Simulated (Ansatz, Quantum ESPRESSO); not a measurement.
# Rh(100), 5 layers against a metal electrode: the electrode's level over the Fermi level at a withheld member of a series

How the rows were computed: Quantum ESPRESSO 7.5, PBE, GBRV ultrasoft. The slab is relaxed neutral, then held. ESM with bc3: vacuum below and a metal electrode about 6 Å above the top atoms. Cold smearing of 0.02 Ry. Charges are set per cell from the starting area. The slabs take the lattice constants of the bulk relaxed by the same program. The series steps the charge of the slab (positive: electrons removed).

```
charge of the slab  electrode's level over the Fermi level (eV)
     1 ×10¹³ e/cm²                                        5.902
     2 ×10¹³ e/cm²                                        6.707
   4.5 ×10¹³ e/cm²                                        8.741
     6 ×10¹³ e/cm²                                        9.976
     7 ×10¹³ e/cm²                                       10.804
     8 ×10¹³ e/cm²                                       11.636
```

One more run was made and is withheld. What is the electrode's level over the Fermi level at 3 ×10¹³ e/cm²?

By hand: The rows at 2 ×10¹³ e/cm² and 4.5 ×10¹³ e/cm² give a slope of (8.741 − (6.707))/(4.5 − (2)) = 0.8136, so a straight line gives 7.521 eV. A parabola through these and the row at 1 ×10¹³ e/cm² gives 7.517 eV.

**Check.** 7.516 eV. The line misses by +0.005 and the parabola by +0.001 eV. Both misses are under 5 % of the step from the nearer row.

**Limits.** Vacuum fills the gap; ions don't answer the charge; added electrons can spill towards the electrode at the most negative charges. Charges count on the starting cell, which the relaxation changed by some per cent. Members without a usable value, or on the other side of zero field or charge, are not listed.

[Logs are printed without paths, hosts, clocks, repeated set-up lines and the standing remarks that a program may print on its own settings, such as how far it seeks lower states.]
